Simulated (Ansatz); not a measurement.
**Moving the knobs of a GW run on BaTiO3 (R3m)**

Aim: change settings of a G0W0 run on BaTiO3 (R3m) and see what moves.

Program: Ansatz 0.2.0. Level of theory: G0W0 on LDA, plane waves, PAW. Results are calculated unless marked as measured.

### 1. The starting structure

Symmetry: R3m, No. 160, trigonal system. Conventional cell: a = 5.655 Å, b = 5.655 Å, c = 6.955 Å, α = 90.00°, β = 90.00°, γ = 120.00°. Nearest to Ba lie 12 O at 2.79 to 2.89 Å. Nearest to Ti lie 6 O at 1.87 to 2.14 Å. Nearest to O lie 2 Ti at 1.87 to 2.14 Å and 4 Ba at 2.79 to 2.89 Å. Farther neighbours and most contacts between anions are not listed.

Structure file:

```cif
data_structure
_symmetry_space_group_name_H-M 'P 1'
_symmetry_Int_Tables_number 1
_cell_length_a 4.0042
_cell_length_b 4.0042
_cell_length_c 4.0042
_cell_angle_alpha 89.837
_cell_angle_beta 89.837
_cell_angle_gamma 89.837
_cell_volume 64.20
loop_
_atom_site_label
_atom_site_type_symbol
_atom_site_fract_x
_atom_site_fract_y
_atom_site_fract_z
_atom_site_occupancy
Ba1 Ba 0.00000 0.00000 0.00000 1
Ti2 Ti 0.48450 0.48450 0.48450 1
O3 O 0.50860 0.50860 0.01750 1
O4 O 0.01750 0.50860 0.50860 1
O5 O 0.50860 0.01750 0.50860 1
```

The cell and positions come from the Crystallography Open Database and are kept as given unless a step says otherwise. Spin-orbit coupling is left out unless a step names it. The default PAW set here is soft_1. Its files were made with PBE; for other functionals the partial waves and projectors stay those of PBE.

### 2. The base run: 4×4×4 mesh, 236 empty bands, screening to 138 eV, plasmon pole

G0W0 replaces the xc potential by the self-energy, built once from these orbitals. Only a window of levels is corrected, while the sums run over the empty bands that the input names.

Contents of input.yaml:

```yaml
crystal:
  lattice:
    - [2.8273666084, 1.6323808724, 2.3183934932]
    - [-2.8273666084, 1.6323808724, 2.3183934932]
    - [0.0, -3.2647617449, 2.3183934932]
  atoms:
    - { symbol: Ba, position: [0.0, 0.0, 0.0] }
    - { symbol: Ti, position: [0.4845, 0.4845, 0.4845] }
    - { symbol: O, position: [0.5086, 0.5086, 0.0175] }
    - { symbol: O, position: [0.0175, 0.5086, 0.5086] }
    - { symbol: O, position: [0.5086, 0.0175, 0.5086] }
kpoints:
  mp_grid: { grid: [4, 4, 4] }
hamiltonian:
  xc: lda
  pseudopotentials: { kind: paw, azcp: { folder: "./paw" } }
scf:
  occupations: { method: fixed }
gw:
  n_empty_bands: 236
  ecut_chi: 138
  qp_bands: [v2, c2]
  qp_kpoints: band_edges
  screening: { model: godby_needs }
```

Command:

```sh
$ ansatz run input.yaml --threads 3 --pin off --max-ram 92160MiB --backend cuda --events-out ev --progress --plain --runs-dir out --devices 1 --max-vram 13GiB
```

Numbers of over 12 decimals in the logs are rounded to 6 here.

The program printed:

```text
Warning: <dir> the record states the generating functional pbe (its physics header spells it `PBE`), which answers neither for hamiltonian.xc's functional nor for the lda family's — results may be inconsistent (PPs are generated against a specific XC)
Warning: <dir> the record states the generating functional pbe (its physics header spells it `PBE`), which answers neither for hamiltonian.xc's functional nor for the lda family's — results may be inconsistent (PPs are generated against a specific XC)
Warning: <dir> the record states the generating functional pbe (its physics header spells it `PBE`), which answers neither for hamiltonian.xc's functional nor for the lda family's — results may be inconsistent (PPs are generated against a specific XC)
GPUs: using 1 of 1 available (devices: 1).
Engine: ansatz 0.2.0, x86_64-unknown-linux-gnu
Pseudopotentials: kind: paw
Pseudopotential: Ba, paw, valence charge 10, recommended cutoff 420 eV (normal), <dir>
Pseudopotential: Ti, paw, valence charge 12, recommended cutoff 420 eV (normal), <dir>
Pseudopotential: O, paw, valence charge 6, recommended cutoff 420 eV (normal), <dir>
Functional definition: SPW92
  exchange = slater_x
  correlation = pw_c
device memory: the entry about to start is reckoned to put 0.6 GiB on a device that reports 36.1 GiB free (of which the cap on the GPU budget leaves the run 13.0 GiB)
GPU FFT provider: cuFFT
GPU libraries: cuBLAS 13.8.2, cuFFT 12.4.0, cuSOLVER 12.3.4
Crystal: 5 atoms, lattice volume = 64.201 Å³
Basis set: ecut = 420 eV, 1237 PW (Γ)
Bands: 25, of which v1, the nominal top of the filled ones, is band 20 counted from 1 (19 counted from 0)
Symmetry: 6 space group operations
Space group: R3m (ITA 160), of the structure as read, at distance tolerance 4.0e-5 Å
k-points: 13 of 64 (time reversal used)
Non-local potential: Ba, projectors of the file, l = 0: 3, l = 1: 2, l = 2: 2, l = 3: 2
Non-local potential: Ti, projectors of the file, l = 0: 3, l = 1: 2, l = 2: 3, l = 3: 1
Non-local potential: O, projectors of the file, l = 0: 2, l = 1: 2, l = 2: 1
PAW form: soft (Blöchl's): semilocal exchange-correlation on the pseudo side does not see the compensation charge
PAW frozen core: Ba, regenerated for the run's functional, and the local potential with it (the file was generated under x = pbe(κ = 0.804, μ = 0.219515), c = pbe(β = 0.066725))
PAW frozen core: Ti, regenerated for the run's functional, and the local potential with it (the file was generated under x = pbe(κ = 0.804, μ = 0.219515), c = pbe(β = 0.066725))
PAW frozen core: O, regenerated for the run's functional, and the local potential with it (the file was generated under x = pbe(κ = 0.804, μ = 0.219515), c = pbe(β = 0.066725))
PAW one-centre angular grid: Ba, 194 points (default); XC on 64 Gauss nodes
[...]
E_vxc        = -549.301188  (∫ρ·V_xc dr)
  E_paw        = -6473.487251  (= ΣΔE_a)
  E_vpaw       = -347.775393  (= ΣTr[D̂ρ^β])
  E_aug_tail   = 0.002241  (compensation charges beyond the density's cutoff)
  E_ewald      = -2809.213684
  E_core_change = 0.899235  (= ΣΔE_core)
  E_smearing   = -0.000000  (= −TS)
  E_closure    = -0.000000  (closes the sum)
  Σ components = -9904.583849   (vs F -9904.583849, Δ=0.00e0)
--- Band table (eV; the first three rows and the last of 13) ---
  k-point 0: bands = [... 16 lower, 8.7190, 9.3230, 9.4671, 9.4671, 12.1724, 12.1724, 12.3276, 14.3943, ... 1 higher]
  k-point 1: bands = [... 16 lower, 8.3858, 8.6098, 9.1870, 9.2337, 12.2621, 12.8858, 12.9677, 14.3854, ... 1 higher]
  k-point 2: bands = [... 16 lower, 8.1369, 8.1936, 8.8900, 9.0296, 12.3296, 13.6160, 13.7113, 14.3554, ... 1 higher]
  k-point 12: bands = [... 16 lower, 7.5310, 9.8031, 9.8031, 9.8180, 14.1730, 14.3218, 14.3218, 16.4735, ... 1 higher]
--- G₀W₀: ω_p = 29.3100 eV, 64 q-points, 236 empty bands' worth ---
  eigenvalues of the whole cell's RPA ε∞ on this k-mesh (on a slab, of 1 + 4πα/V) = 5.3900, 5.8602, 5.8602; static W/v taken at q = 0 is 0.175497
  GN-PPA: 1403970/3621241 pairs with Re ω̃² < 0 across q-mesh
  bands read: the sum over 256 bands ends inside a degenerate multiplet in 1 slot, whose members it reads at an even weight; the widest, k=12: bands 256 to 257 (counted from 1) at 1/2 each
  gw.qp_kpoints: band_edges: 9 of 13 stored k-points solved, in 1 pass; an edge of the gap read off the rows below is read off those points alone
    valence top: of the k-points left out ik 8 came nearest to being solved in a further pass, in band 20 (counted from 1, as in the quasiparticle table): it holds the edge there only if its correction is more favourable than any solved in that band by at least 0.470 eV; those differ by 0.092 eV
    conduction bottom: of the k-points left out ik 9 came nearest to being solved in a further pass, in band 21 (counted from 1, as in the quasiparticle table): it holds the edge there only if its correction is more favourable than any solved in that band by at least 0.976 eV; those differ by 0.229 eV
    ik  band        ε_KS         Σx   Σc(E_QP)       V_xc       Z   E_QP_lin       E_QP  E_QP is
     0    19      9.4671   -25.7743     4.2027   -21.4345  0.7684     9.3298     9.3300  root
     0    20      9.4671   -25.7743     4.2027   -21.4345  0.7684     9.3298     9.3300  root
     0    21     12.1724   -13.0308    -6.0483   -20.6661  0.7788    13.7750    13.7594  root
     0    22     12.1724   -13.0308    -6.0483   -20.6661  0.7788    13.7750    13.7594  root
     1    19      9.1870   -25.2030     4.0714   -20.9786  0.7687     9.0338     9.0340  root
     1    20      9.2337   -25.7688     4.3346   -21.2661  0.7680     9.0655     9.0657  root
     1    21     12.2621   -13.2466    -6.0934   -20.9404  0.7771    13.8783    13.8624  root
     1    22     12.8858   -13.9882    -6.3062   -21.9528  0.7687    14.5619    14.5442  root
[...]
12    19      9.8031   -25.7385     4.6845   -20.8824  0.7624     9.6314     9.6317  root
    12    20      9.8180   -25.7631     4.6973   -20.8952  0.7626     9.6472     9.6474  root
    12    21     14.1730   -14.6101    -7.2976   -23.7242  0.7513    16.0123    15.9894  root
    12    22     14.3218   -14.7070    -7.3754   -23.9194  0.7490    16.1826    16.1588  root
[key lines of the parts left out:]
SCF converged after 8 iterations
Free energy (F): -9904.583849 eV
Fermi energy:    9.818031 eV
```

Elapsed: 26 s, on 1 × NVIDIA H100 80GB HBM3 (shared by 6 runs) with 3 threads of AMD EPYC 7R13 (Zen 3), shared host; peak memory 1.4 GiB; 31 s of CPU time.

In the SCF lines HF is the Harris–Foulkes energy and dr2 the Hartree energy of the density residual, in eV; the loop may stop once dr2 is under the threshold and the program's other checks hold. Hψ counts applications of the Hamiltonian.

This step gave:

```yaml
bands_summed: 256
plasmon_pole_fit_frequency: 29.31 eV
rpa_eps_infinity_on_this_mesh_eigenvalues: 5.390, 5.860, 5.860
plane_waves_in_the_screening_matrix: 251
q_points_in_the_mesh: 64
g0w0_gap_on_the_mesh: 4.112 eV
k_of_the_valence_top: -0.5, -0.5, -0.5
k_of_the_conduction_bottom: 0, 0, 0
starting_gap_on_the_mesh: 2.354 eV
z_at_the_valence_top: 0.7626
z_at_the_conduction_bottom: 0.7788
least_direct_g0w0_gap_on_the_computed_points: 4.429 eV
```

The gap on the mesh goes from 2.35 eV to 4.11 eV, a correction of +1.76 eV. Between the two edge states, bare exchange in place of the xc potential would open the gap by 12.50 eV, and correlation takes back 10.75 eV.

### 3. Variant: plasmon pole at a typed frequency

input.yaml: that of step 2 with these lines changed.

```diff
@@ -19,4 +19,4 @@
 gw:
-  n_empty_bands: 236
-  ecut_chi: 138
+  n_empty_bands: 145
+  ecut_chi: 100
   qp_bands: [v2, c2]
@@ -24 +24,2 @@
   screening: { model: godby_needs }
+  plasmon_pole_fit_frequency: 25
```

The program printed:

```text
[...]
GPUs: using 1 of 1 available (devices: 1).
[...]
GPU FFT provider: cuFFT
GPU libraries: cuBLAS 13.8.2, cuFFT 12.4.0, cuSOLVER 12.3.4
Crystal: 5 atoms, lattice volume = 64.201 Å³
Basis set: ecut = 420 eV, 1237 PW (Γ)
Bands: 25, of which v1, the nominal top of the filled ones, is band 20 counted from 1 (19 counted from 0)
[... 1 set-up line as in the run before ...]
[...]
k-points: 13 of 64 (time reversal used)
[...]
GPU buffer pool allocated for 19683 grid points (all kernels)
[...]
SCF iter   1: F=—  HF=-9905.097852 eV  |F-HF|=—  |Δ(HF+E_count)|=         —  Δρ=5.59e-2  dr2=1.95e0  ethr=3.10e-3  ⟨swp⟩=4.8  Hψ=1256  notcnv=0  defer=25
[...]
SCF iter   8: F=-9904.583849 eV  HF=-9904.583849 eV  |F-HF|=7.15e-9  |Δ(HF+E_count)|=   4.76e-8  Δρ=6.16e-6  dr2=1.71e-8  ethr=2.50e-10  ⟨swp⟩=8.5  Hψ=1296  notcnv=0
SCF 1 converged in 8 iterations: F = -9904.583849 eV  dr2 = 1.71e-8
[...]
NSCF: frozen V_eff on 13 k-points, pencils in batches of 32, up to order 100
[...]
NSCF: frozen V_eff on 13 k-points
G₀W₀ screening: q 1/13
[... further progress lines ...]
[...]
SCF converged after 8 iterations
Free energy (F): -9904.583849 eV
[...]
Internal energy: -9904.583849 eV  (E = F + TS)
E sigma→0 (E₀):  -9904.583849 eV
Fermi energy:    9.818031 eV
[...]
--- Band table (eV; the first three rows and the last of 13) ---
  k-point 0: bands = [... 16 lower, 8.7190, 9.3230, 9.4671, 9.4671, 12.1724, 12.1724, 12.3276, 14.3943, ... 1 higher]
  k-point 1: bands = [... 16 lower, 8.3858, 8.6098, 9.1870, 9.2337, 12.2621, 12.8858, 12.9677, 14.3854, ... 1 higher]
  k-point 2: bands = [... 16 lower, 8.1369, 8.1936, 8.8900, 9.0296, 12.3296, 13.6160, 13.7113, 14.3554, ... 1 higher]
  k-point 12: bands = [... 16 lower, 7.5310, 9.8031, 9.8031, 9.8180, 14.1730, 14.3218, 14.3218, 16.4735, ... 1 higher]
--- G₀W₀: ω_p = 25.0000 eV, 64 q-points, 145 empty bands' worth ---
[...]
GN-PPA: 463996/1364727 pairs with Re ω̃² < 0 across q-mesh
[...]
0    19      9.4671   -25.7743     4.3536   -21.4345  0.7657     9.4809     9.4809  root
     0    20      9.4671   -25.7743     4.3536   -21.4345  0.7657     9.4809     9.4809  root
     0    21     12.1724   -13.0308    -5.9031   -20.6661  0.7735    13.9250    13.9046  root
     0    22     12.1724   -13.0308    -5.9031   -20.6661  0.7735    13.9250    13.9046  root
     1    19      9.1870   -25.2030     4.2193   -20.9786  0.7657     9.1819     9.1819  root
     1    20      9.2337   -25.7688     4.4836   -21.2661  0.7652     9.2147     9.2147  root
     1    21     12.2621   -13.2466    -5.9470   -20.9404  0.7716    14.0297    14.0089  root
     1    22     12.8858   -13.9882    -6.1572   -21.9528  0.7628    14.7161    14.6932  root
[...]
12    19      9.8031   -25.7385     4.8248   -20.8824  0.7595     9.7719     9.7719  root
    12    20      9.8180   -25.7631     4.8364   -20.8952  0.7597     9.7864     9.7865  root
    12    21     14.1730   -14.6101    -7.1499   -23.7242  0.7440    16.1680    16.1372  root
    12    22     14.3218   -14.7070    -7.2246   -23.9194  0.7423    16.3419    16.3096  root
```

Run time: 25 s. Hardware: 1 × NVIDIA H100 80GB HBM3 (shared by 6 runs) with 3 threads; peak memory 1.2 GiB.

The G0W0 gap on the mesh is 4.118 eV.

Against the base:

```
                   setting  base  variant
               empty bands   236      145
     screening cutoff (eV)   138      100
plasmon pole fit frequency     -       25
```

```
                                    quantity  variant   base
                    starting gap on the mesh    2.354  2.354
                        G0W0 gap on the mesh    4.118  4.112
least direct G0W0 gap on the computed points    4.424  4.429
                        Z at the valence top    0.760  0.763
                  Z at the conduction bottom    0.773  0.779
```

### 4. Results

```json
{
 "base": "4.11 eV, 26 s",
 "plasmon pole at a typed frequency": "4.12 eV, 25 s"
}
```

What this shows: Plasmon pole at a typed frequency: the gap moves by +0.01 eV. The variant differs from the base in empty bands, screening cutoff and plasmon pole fit frequency together, so the change can't be laid to one of them. All runs here use a coarse mesh and modest cutoffs; they test settings and are not final values. The 4×4×4 mesh is coarse for this cell (its supercell is 16 Å along the shortest edge). The RPA ε∞ on it, from the LDA start, is 5.39 and 5.86; such meshes misread the long-range screening, most where the gap is narrow. The many-body steps are scalar-relativistic: spin-orbit coupling is not in them.

[Paths, hosts, dates, memory and timing lines, banners, echoed tables and standing remarks are left out of the program output.]

[Logs are printed without paths, hosts, clocks, repeated set-up lines and the standing remarks that a program may print on its own settings, such as how far it seeks lower states.]

[Runs of the session that timed out or met a known fault of the program may be left out.]

[Cells called generated may have been cut or substituted from an entry of the Crystallography Open Database or the Materials Project.]

[Hosts, paths, dates, database ids (printed as entryN), source tags and the programs' standing remarks are cut or masked in the printed files.]
